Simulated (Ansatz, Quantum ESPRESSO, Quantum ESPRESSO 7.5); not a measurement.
# Work function of relaxed Ti(0001) under two functionals

Aim: the work function of the relaxed basal face of Ti, and how far the functional matters.

Main program and level: Quantum ESPRESSO 7.5; plane-wave DFT, PBE, GBRV ultrasoft pseudopotentials (geometry and cross-check by Ansatz 0.2.0 with PAW datasets; geometry under PBE).

Experimental background.

For Ti (polycrystalline sample, no single face), “Anisotropic work function of elemental crystals” (2019, arxiv:1902.07811) quotes earlier work: work function, loosely compared (polycrystalline sample, no single face) 4.33 eV.

## 1. Starting point

The cell holds 6 atoms: 6 Ti. Its edges and angles: a = 2.950 Å, b = 2.950 Å, c = 27.712 Å, α = 90.0°, β = 90.0°, γ = 60.0°. It derives from Ti. Vacuum lies along c.

Coordinates:

```cif
data_structure
_symmetry_space_group_name_H-M 'P 1'
_symmetry_Int_Tables_number 1
_cell_length_a 2.9500
_cell_length_b 2.9500
_cell_length_c 27.7115
_cell_angle_alpha 90.000
_cell_angle_beta 90.000
_cell_angle_gamma 60.000
_cell_volume 208.85
loop_
_atom_site_label
_atom_site_type_symbol
_atom_site_fract_x
_atom_site_fract_y
_atom_site_fract_z
_atom_site_occupancy
Ti1 Ti 0.66667 0.66667 0.28869 1
Ti2 Ti 0.00000 0.00000 0.37321 1
Ti3 Ti 0.66667 0.66667 0.45774 1
Ti4 Ti 0.00000 0.00000 0.54226 1
Ti5 Ti 0.66667 0.66667 0.62679 1
Ti6 Ti 0.00000 0.00000 0.71131 1
```

## 2. Geometry from Ansatz of (0001)

The geometry comes first, from a plane-wave PAW code, so that the later runs on this slab share one structure.

Contents of input.yaml:

```yaml
crystal:
  lattice:
    - [2.95, 0.0, 0.0]
    - [1.475, 2.5547749412, 0.0]
    - [0.0, 0.0, 27.7115]
  atoms:
    - { symbol: Ti, position: [0.6666666667, 0.6666666667, 0.2886888115] }
    - { symbol: Ti, position: [0.0, 0.0, 0.3732132869] }
    - { symbol: Ti, position: [0.6666666667, 0.6666666667, 0.4577377623] }
    - { symbol: Ti, position: [0.0, 0.0, 0.5422622377] }
    - { symbol: Ti, position: [0.6666666667, 0.6666666667, 0.6267867131] }
    - { symbol: Ti, position: [0.0, 0.0, 0.7113111885] }
kpoints:
  mp_grid: { grid: [12, 12, 1] }
hamiltonian:
  xc: pbe
scf:
  occupations: { method: fermi_dirac, width: 0.1 }
  convergence: { dr2_threshold: 1.0e-08 }
efield:
  axis: 3
  dipole_correction: true
  ramp_position: 0.97
  ramp_width: 0.04
relax:
  f_tol: 0.01
  constraints: [{ sites: [2, 3] }]
output:
  write_potential: true
  write_density: true
  volumetric_format: npy
```

Run with:

```console
ansatz run input.yaml --threads 2 --pin off --max-ram 4096MiB --backend cpu --events-out ev --progress --plain --runs-dir out
```

Numbers of over 12 decimals in the logs are rounded to 6 here.

Output:

```text
Engine: ansatz 0.2.0, x86_64-unknown-linux-gnu
Pseudopotentials: kind: paw
Pseudopotential: Ti, paw, valence charge 12, recommended cutoff 420 eV (normal), Ti.paw.azcp
Functional definition: PBE
  parameter kappa = 0.804
  parameter beta = 0.066725
  exchange = pbe_x(kappa = kappa, mu = beta*pi^2/3)
  correlation = pbe_c(beta = beta)
Crystal: 6 atoms, lattice volume = 208.850 Å³
Basis set: ecut = 420 eV, 4017 PW (Γ), exchange–correlation on 40×40×384 points (8 copies of the dense FFT grid, shifted against one another)
Bands: 44, of which v1, the nominal top of the filled ones, is band 36 counted from 1 (35 counted from 0)
Symmetry: 6 space group operations
k-points: 19 of 144 (time reversal used)
Non-local potential: Ti, projectors of the file, l = 0: 3, l = 1: 2, l = 2: 3, l = 3: 1
PAW form: soft (Blöchl's): semilocal exchange-correlation on the pseudo side does not see the compensation charge
PAW one-centre angular grid: Ti, 590 points (default); XC on 64 Gauss nodes
Initial density: superposition of atomic densities (neutral atoms: chi_scale 0, normalization atom), corrected by the library's trained network
Initial wavefunctions: pseudopotential atomic-orbital guess
Functional: x = pbe(κ = 0.804, μ = 0.219515), c = pbe(β = 0.066725)
SCF iter   1: F=—  HF=-14996.228904 eV  |F-HF|=—  |Δ(HF+E_count)|=         —  Δρ=1.06e-2  dr2=4.14e0  ethr=1.77e-3  p=-0.002 e·Å  D=-1.33e-3 V/Å  ΔV_dip=0.04 eV  dr2_dipole=4.45e-2  V_vac-E_F(+/−)=4.15/4.11 eV  ⟨swp⟩=8.8  Hψ=3844  notcnv=0
efield: sawtooth ramp at fractional position 0.9700 (set: `efield.ramp_position`, or a place that a band, a saddle search or an elastic batch's reference lends), width 0.0400; the density the first Hamiltonian is built on has a dipole p = -0.002 e·Å; the dipole correction subtracts the counter field D = -1.33e-3 V/Å, which shifts the + side's vacuum level by +0.04 eV against the − side's; the planar-averaged density in the ramp window peaks in size at 1.1e-4 e/Å³
preconditioner: auto → LDOS  [metal: Δε(μ)=0.027 eV  Ē_g=2.204 eV  σ=0.100 eV  W_gap=0.07  n_scr=20 (ndim 8)  ℏωp=12.6 eV  f_vac=0.436  D(μ)=11.13/eV (n_scr^D=128)  β→1.0]
SCF iter   2: F=—  HF=-14996.188304 eV  |F-HF|=—  |Δ(HF+E_count)|=   4.06e-2  Δρ=2.19e-3  dr2=1.08e-2  ethr=1.77e-3  p=-0.000 e·Å  D=-1.34e-4 V/Å  ΔV_dip=0.00 eV  dr2_dipole=1.52e-4  V_vac-E_F(+/−)=4.36/4.36 eV  ⟨swp⟩=1.1  Hψ=992  notcnv=0
SCF iter   3: F=—  HF=-14996.188619 eV  |F-HF|=—  |Δ(HF+E_count)|=   3.15e-4  Δρ=9.75e-4  dr2=4.53e-3  ethr=1.49e-5  p=-0.000 e·Å  D=-6.31e-5 V/Å  ΔV_dip=0.00 eV  dr2_dipole=6.56e-6  V_vac-E_F(+/−)=4.38/4.37 eV  ⟨swp⟩=3.6  Hψ=2056  notcnv=0
SCF iter   4: F=—  HF=-14996.188211 eV  |F-HF|=—  |Δ(HF+E_count)|=   4.08e-4  Δρ=2.34e-4  dr2=2.44e-4  ethr=6.30e-6  p=-0.000 e·Å  D=-5.39e-5 V/Å  ΔV_dip=0.00 eV  dr2_dipole=7.97e-7  V_vac-E_F(+/−)=4.39/4.39 eV  ⟨swp⟩=2.8  Hψ=1371  notcnv=0
SCF iter   5: F=—  HF=-14996.188224 eV  |F-HF|=—  |Δ(HF+E_count)|=   1.29e-5  Δρ=1.11e-4  dr2=4.45e-5  ethr=3.39e-7  p=-0.000 e·Å  D=-2.49e-5 V/Å  ΔV_dip=0.00 eV  dr2_dipole=4.42e-7  V_vac-E_F(+/−)=4.40/4.40 eV  ⟨swp⟩=3.6  Hψ=1589  notcnv=0
SCF iter   6: F=—  HF=-14996.188242 eV  |F-HF|=—  |Δ(HF+E_count)|=   1.83e-5  Δρ=3.92e-5  dr2=7.16e-6  ethr=6.18e-8  p=-0.000 e·Å  D=-1.13e-5 V/Å  ΔV_dip=0.00 eV  dr2_dipole=8.25e-9  V_vac-E_F(+/−)=4.40/4.40 eV  ⟨swp⟩=2.5  Hψ=1414  notcnv=0
SCF iter   7: F=—  HF=-14996.188365 eV  |F-HF|=—  |Δ(HF+E_count)|=   1.23e-4  Δρ=1.22e-5  dr2=5.64e-7  ethr=9.94e-9  p=-0.000 e·Å  D=-2.19e-6 V/Å  ΔV_dip=0.00 eV  dr2_dipole=1.50e-10  V_vac-E_F(+/−)=4.41/4.41 eV  ⟨swp⟩=2.2  Hψ=1097  notcnv=0
SCF iter   8: F=—  HF=-14996.188365 eV  |F-HF|=—  |Δ(HF+E_count)|=   2.22e-7  Δρ=4.79e-6  dr2=1.24e-7  ethr=7.84e-10  p=0.000 e·Å  D=1.16e-6 V/Å  ΔV_dip=-0.00 eV  dr2_dipole=1.72e-9  V_vac-E_F(+/−)=4.41/4.41 eV  ⟨swp⟩=3.3  Hψ=1678  notcnv=0
SCF iter   9: F=-14996.188365 eV  HF=-14996.188365 eV  |F-HF|=7.84e-10  |Δ(HF+E_count)|=   3.12e-8  Δρ=1.53e-6  dr2=5.89e-9  ethr=1.39e-11  p=0.000 e·Å  D=1.64e-6 V/Å  ΔV_dip=-0.00 eV  dr2_dipole=6.98e-10  V_vac-E_F(+/−)=4.41/4.41 eV  ⟨swp⟩=8.8  Hψ=6395  notcnv=0
SCF 1 converged in 9 iterations: F = -14996.188365 eV  dr2 = 5.89e-9
  greatest PAW one-centre occupation: 0.999 electrons in one spin orbital (limit 2), on the Ti atom at site 3 (counted from 0), in its partial waves of l = 0
relax step   1: F+E_penalty+E_count = -14996.18836503 eV  Δ(F+E_penalty+E_count) = +0.000e0 eV  max|allowed force component| = 5.399e-1 eV/Å  Δτ_max = 0.0000 Å  (9 SCF iters, accepted)
Initial density: handed on by an earlier stage of this run
Initial wavefunctions: those handed on with the density
SCF iter   1: F=—  HF=-14996.535817 eV  |F-HF|=—  |Δ(HF+E_count)|=         —  Δρ=1.88e-2  dr2=4.07e0  ethr=3.10e-3  p=0.000 e·Å  D=6.21e-6 V/Å  ΔV_dip=-0.00 eV  dr2_dipole=2.06e-7  V_vac-E_F(+/−)=4.47/4.47 eV  ⟨swp⟩=5.2  Hψ=2241  notcnv=0
efield: sawtooth ramp at fractional position 0.9700 (set: `efield.ramp_position`, or a place that a band, a saddle search or an elastic batch's reference lends), width 0.0400; the density the first Hamiltonian is built on has a dipole p = 0.000 e·Å; the dipole correction subtracts the counter field D = 6.21e-6 V/Å, which shifts the + side's vacuum level by -0.00 eV against the − side's; the planar-averaged density in the ramp window peaks in size at 1.1e-5 e/Å³
preconditioner: auto → LDOS  [metal: Δε(μ)=0.057 eV  Ē_g=2.312 eV  σ=0.100 eV  W_gap=0.14  n_scr=20 (ndim 8)  ℏωp=12.6 eV  f_vac=0.452  D(μ)=8.53/eV (n_scr^D=88)  β→1.0]
SCF iter   2: F=—  HF=-14996.330077 eV  |F-HF|=—  |Δ(HF+E_count)|=   2.06e-1  Δρ=8.37e-3  dr2=8.05e-1  ethr=3.10e-3  p=0.000 e·Å  D=2.49e-4 V/Å  ΔV_dip=-0.01 eV  dr2_dipole=3.44e-4  V_vac-E_F(+/−)=4.07/4.08 eV  ⟨swp⟩=2.3  Hψ=1309  notcnv=0
SCF iter   3: F=—  HF=-14996.285424 eV  |F-HF|=—  |Δ(HF+E_count)|=   4.47e-2  Δρ=2.57e-3  dr2=3.74e-2  ethr=1.12e-3  p=0.000 e·Å  D=1.86e-6 V/Å  ΔV_dip=-0.00 eV  dr2_dipole=8.27e-6  V_vac-E_F(+/−)=4.28/4.28 eV  ⟨swp⟩=2.4  Hψ=1233  notcnv=0
SCF iter   4: F=—  HF=-14996.278854 eV  |F-HF|=—  |Δ(HF+E_count)|=   6.57e-3  Δρ=9.76e-4  dr2=3.57e-3  ethr=5.20e-5  p=0.000 e·Å  D=3.08e-5 V/Å  ΔV_dip=-0.00 eV  dr2_dipole=2.44e-6  V_vac-E_F(+/−)=4.28/4.28 eV  ⟨swp⟩=2.9  Hψ=1495  notcnv=0
SCF iter   5: F=—  HF=-14996.279591 eV  |F-HF|=—  |Δ(HF+E_count)|=   7.37e-4  Δρ=2.71e-4  dr2=3.68e-4  ethr=4.96e-6  p=0.000 e·Å  D=1.52e-6 V/Å  ΔV_dip=-0.00 eV  dr2_dipole=3.02e-7  V_vac-E_F(+/−)=4.31/4.31 eV  ⟨swp⟩=2.1  Hψ=1098  notcnv=0
[...]
SCF iter   6: F=—  HF=-14996.294637 eV  |F-HF|=—  |Δ(HF+E_count)|=   8.57e-6  Δρ=3.06e-5  dr2=4.87e-6  ethr=6.75e-8  p=0.000 e·Å  D=9.12e-6 V/Å  ΔV_dip=-0.00 eV  dr2_dipole=3.26e-13  V_vac-E_F(+/−)=4.38/4.38 eV  ⟨swp⟩=2.0  Hψ=995  notcnv=0
SCF iter   7: F=—  HF=-14996.294764 eV  |F-HF|=—  |Δ(HF+E_count)|=   1.27e-4  Δρ=1.09e-5  dr2=5.40e-7  ethr=6.76e-9  p=0.000 e·Å  D=7.62e-6 V/Å  ΔV_dip=-0.00 eV  dr2_dipole=2.77e-9  V_vac-E_F(+/−)=4.37/4.37 eV  ⟨swp⟩=2.3  Hψ=1220  notcnv=0
SCF iter   8: F=—  HF=-14996.294764 eV  |F-HF|=—  |Δ(HF+E_count)|=   6.21e-8  Δρ=4.57e-6  dr2=9.60e-8  ethr=7.50e-10  p=0.000 e·Å  D=5.61e-6 V/Å  ΔV_dip=-0.00 eV  dr2_dipole=1.01e-10  V_vac-E_F(+/−)=4.37/4.37 eV  ⟨swp⟩=3.2  Hψ=1807  notcnv=0
SCF iter   9: F=-14996.294764 eV  HF=-14996.294764 eV  |F-HF|=3.39e-9  |Δ(HF+E_count)|=   2.35e-8  Δρ=1.29e-6  dr2=6.11e-9  ethr=1.39e-11  p=0.000 e·Å  D=4.28e-6 V/Å  ΔV_dip=-0.00 eV  dr2_dipole=9.12e-11  V_vac-E_F(+/−)=4.37/4.37 eV  ⟨swp⟩=8.4  Hψ=6157  notcnv=0
SCF 3 converged in 9 iterations: F = -14996.294764 eV  dr2 = 6.11e-9
  greatest PAW one-centre occupation: 0.999 electrons in one spin orbital (limit 2), on the Ti atom at site 1 (counted from 0), in its partial waves of l = 0
relax step   3: F+E_penalty+E_count = -14996.29476427 eV  Δ(F+E_penalty+E_count) = -1.494e-2 eV  max|allowed force component| = 1.387e-2 eV/Å  Δτ_max = 0.0643 Å  (9 SCF iters, accepted)
[...]
relax step   4: F+E_penalty+E_count = -14996.29502900 eV  Δ(F+E_penalty+E_count) = -2.647e-4 eV  max|allowed force component| = 1.031e-2 eV/Å  Δτ_max = 0.0154 Å  (9 SCF iters, accepted)
SCF iter   1: F=—  HF=-14996.295089 eV  |F-HF|=—  |Δ(HF+E_count)|=         —  Δρ=6.62e-4  dr2=1.43e-2  ethr=1.83e-4  p=0.000 e·Å  D=2.14e-6 V/Å  ΔV_dip=-0.00 eV  dr2_dipole=1.58e-8  V_vac-E_F(+/−)=4.37/4.37 eV  ⟨swp⟩=1.2  Hψ=1148  notcnv=0
efield: sawtooth ramp at fractional position 0.9700 (set: `efield.ramp_position`, or a place that a band, a saddle search or an elastic batch's reference lends), width 0.0400; the density the first Hamiltonian is built on has a dipole p = 0.000 e·Å; the dipole correction subtracts the counter field D = 2.14e-6 V/Å, which shifts the + side's vacuum level by -0.00 eV against the − side's; the planar-averaged density in the ramp window peaks in size at 9.7e-6 e/Å³
preconditioner: auto → LDOS  [metal: Δε(μ)=0.044 eV  Ē_g=2.259 eV  σ=0.100 eV  W_gap=0.11  n_scr=20 (ndim 8)  ℏωp=12.6 eV  f_vac=0.443  D(μ)=9.31/eV (n_scr^D=102)  β→1.0]
SCF iter   2: F=—  HF=-14996.294945 eV  |F-HF|=—  |Δ(HF+E_count)|=   1.44e-4  Δρ=2.14e-4  dr2=4.17e-4  ethr=1.98e-5  p=0.000 e·Å  D=9.40e-7 V/Å  ΔV_dip=-0.00 eV  dr2_dipole=4.63e-8  V_vac-E_F(+/−)=4.38/4.38 eV  ⟨swp⟩=1.0  Hψ=988  notcnv=0
SCF iter   3: F=—  HF=-14996.294941 eV  |F-HF|=—  |Δ(HF+E_count)|=   4.49e-6  Δρ=7.85e-5  dr2=5.90e-5  ethr=5.79e-7  p=0.000 e·Å  D=2.58e-6 V/Å  ΔV_dip=-0.00 eV  dr2_dipole=7.92e-9  V_vac-E_F(+/−)=4.37/4.37 eV  ⟨swp⟩=1.9  Hψ=985  notcnv=0
SCF iter   4: F=—  HF=-14996.294947 eV  |F-HF|=—  |Δ(HF+E_count)|=   6.48e-6  Δρ=1.07e-5  dr2=1.09e-6  ethr=8.20e-8  p=0.000 e·Å  D=2.31e-6 V/Å  ΔV_dip=-0.00 eV  dr2_dipole=4.34e-9  V_vac-E_F(+/−)=4.37/4.37 eV  ⟨swp⟩=1.9  Hψ=1028  notcnv=0
SCF iter   5: F=—  HF=-14996.295066 eV  |F-HF|=—  |Δ(HF+E_count)|=   1.19e-4  Δρ=4.70e-6  dr2=1.72e-7  ethr=1.51e-9  p=0.000 e·Å  D=2.24e-6 V/Å  ΔV_dip=-0.00 eV  dr2_dipole=7.36e-10  V_vac-E_F(+/−)=4.37/4.37 eV  ⟨swp⟩=2.2  Hψ=1196  notcnv=0
SCF iter   6: F=—  HF=-14996.295066 eV  |F-HF|=—  |Δ(HF+E_count)|=   2.19e-8  Δρ=1.96e-6  dr2=2.12e-8  ethr=2.39e-10  p=0.000 e·Å  D=2.23e-6 V/Å  ΔV_dip=-0.00 eV  dr2_dipole=6.60e-12  V_vac-E_F(+/−)=4.37/4.37 eV  ⟨swp⟩=2.3  Hψ=1140  notcnv=0
SCF iter   7: F=-14996.295066 eV  HF=-14996.295066 eV  |F-HF|=4.11e-9  |Δ(HF+E_count)|=   5.10e-9  Δρ=8.97e-7  dr2=6.76e-9  ethr=1.39e-11  p=0.000 e·Å  D=2.34e-6 V/Å  ΔV_dip=-0.00 eV  dr2_dipole=1.55e-11  V_vac-E_F(+/−)=4.37/4.37 eV  ⟨swp⟩=9.9  Hψ=5524  notcnv=0
SCF 5 converged in 7 iterations: F = -14996.295066 eV  dr2 = 6.76e-9
relax step   5: F+E_penalty+E_count = -14996.29506610 eV  Δ(F+E_penalty+E_count) = -3.710e-5 eV  max|allowed force component| = 3.588e-4 eV/Å  Δτ_max = 0.0036 Å  (7 SCF iters, accepted)
NSCF: frozen V_eff on 19 k-points
the band table was solved once a step of the walk had ended and its energy, with any forces and stress, was formed, with the checks that follow a solve (3777 applications of the Hamiltonian). They found nothing against the state; the energy, forces and stress were not computed again (output.eigenvalues in the input reference)
WARN: The output density's exchange-correlation potential varies sharply where the density is thin. Do not read a vacuum level from v_tot or v_xc, or from such a field of the output density. On a cell that repeats whose density bears no net charge and no dipole along the vacuum's axis use v_es (v_loc + v_h of the components); under efield.dipole_correction with no amplitude use v_es + v_field, which holds any externa [...]
SCF converged after 7 iterations
Free energy (F): -14996.295066 eV
Harris-Foulkes:  -14996.295066 eV  (|F-HF|=4.11e-9)
Internal energy: -14995.984951 eV  (E = F + TS)
E sigma→0 (E₀):  -14996.140009 eV
Entropy (-TS):   -0.310115 eV (-51.686 meV/atom)
Fermi energy:    4.603765 eV
Dipole field:    D = 0.000008 V/Å  (p = 0.000009 e·Å, saw-weighted, corrected)
Work function:   Φ+ = 4.3720 eV   Φ− = 4.3722 eV
Levels:          The Fermi level and band energies are counted from a zero that moves with the ramp; work functions are not
--- Per-component energies (eV) ---
  E_band       = -1574.285493
  E_kinetic    = 1631.920181
  E_local      = -78238.120054  (includes V_loc(G=0)·N_el)
  E_nonlocal   = 50.510271
  E_hartree    = 38368.066616
  E_xc         = -582.375982
  E_vxc        = -728.322825  (∫ρ·V_xc dr)
  E_paw        = -6286.154214  (= ΣΔE_a)
  E_vpaw       = -1026.384146  (= ΣTr[D̂ρ^β])
  E_aug_tail   = 0.000722  (compensation charges beyond the density's cutoff)
  E_efield     = 0.000000  (sawtooth field / dipole correction)
  E_vefield    = -0.000150  (∫n·V_field dr)
  E_ewald      = 30060.167509
  E_smearing   = -0.310115  (= −TS)
  E_closure    = -0.000000  (closes the sum)
  Σ components = -14996.295066   (vs F -14996.295066, Δ=0.00e0)
--- Forces (eV/Å), atoms counted from 1 ---
  atom   1  Ti     0.00000000     0.00000000    -0.00035541
  atom   2  Ti     0.00000000    -0.00000000    -0.00020557
  atom   3  Ti    -0.00000000     0.00000000     0.14920366
  atom   4  Ti    -0.00000000    -0.00000000    -0.14920571
  atom   5  Ti    -0.00000000     0.00000000     0.00020530
  atom   6  Ti    -0.00000000    -0.00000000     0.00035884
  max |Σ_I F_I| component: 1.10e-6 eV/Å
--- Band table (eV; the first three rows and the last of 19) ---
  k-point 0: bands = [... 32 lower, 4.9288, 4.9329, 5.2265, 5.2265, 5.2359, 5.2359, 5.2590, 5.3213, ... 4 higher]
  k-point 1: bands = [... 32 lower, 4.7428, 4.8311, 4.9405, 5.1176, 5.1400, 5.3194, 5.3277, 5.3408, ... 4 higher]
  k-point 2: bands = [... 32 lower, 4.3530, 4.4495, 4.6945, 4.7600, 4.8158, 5.0587, 5.2730, 5.4062, ... 4 higher]
  k-point 18: bands = [... 32 lower, 3.4195, 3.8304, 3.8304, 4.4805, 4.4805, 4.7156, 4.7156, 4.7171, ... 4 higher]
--- Relaxed structure (5 steps of the walk, 5 accepted, 0 SCFs on fresh bases) ---
  F+E_penalty+E_count = -14996.29506610 eV   max|allowed force component| = 3.588e-4 eV/Å
  atoms:
    - { symbol: Ti, position: [0.666667, 0.666667, 0.293785] }
    - { symbol: Ti, position: [2.3650622494708284e-19, -4.7301244989416375e-19, 0.372035] }
    - { symbol: Ti, position: [0.666667, 0.666667, 0.4577377623] }
    - { symbol: Ti, position: [0.0, 0.0, 0.5422622377] }
    - { symbol: Ti, position: [0.666667, 0.666667, 0.627965] }
    - { symbol: Ti, position: [1.0229176547639074e-18, -2.045835309527817e-18, 0.706215] }
```

Run time: 37 s. Hardware: 2 threads of AMD EPYC 7R32 (Zen 2), shared host; peak memory 0.52 GiB; 71 s of CPU time.

Relaxation path:

```csv
step,energy less that of the first step (eV),largest force component (eV/Å)
1,0.0000,0.5399
2,-0.0915,0.2817
3,-0.1064,0.0139
4,-0.1067,0.0103
5,-0.1067,0.0004
```

Forces are held to the 6 operations that the run works with; a distortion that breaks them can't arise in this run.

The atoms that moved most (Å):

```csv
atom,dx,dy,dz,length
Ti1,0.000,0.000,0.141,0.141
Ti6,0.000,0.000,-0.141,0.141
Ti2,0.000,0.000,-0.033,0.033
Ti5,0.000,0.000,0.033,0.033
```

The relaxation lowers the energy by 18 meV an atom. Held were the atoms numbered 3 and 4; the forces quoted are those on the free ones.

Numbers from this step:

```
free energy                     : -14996.2951 eV
energy at zero smearing         : -14996.1400 eV
smearing term TS                : 0.3101 eV
Fermi energy                    : 4.604 eV
symmetry operations             : 6
work function of the upper face : 4.372 eV
work function of the lower face : 4.372 eV
dipole along the normal         : 8.68e-6 e·Å
```

(Part 1 of 3 ends here.)

[Logs are printed without paths, hosts, clocks, repeated set-up lines and the standing remarks that a program may print on its own settings, such as how far it seeks lower states.]

[Hosts, paths, dates, database ids (printed as entryN), source tags and the programs' standing remarks are cut or masked in the printed files.]

[Maps of the electrostatic potential energy from Ansatz leave out the sawtooth potential of an applied field or a dipole correction, so their vacuum need not be flat; planar profiles and work functions include it.]
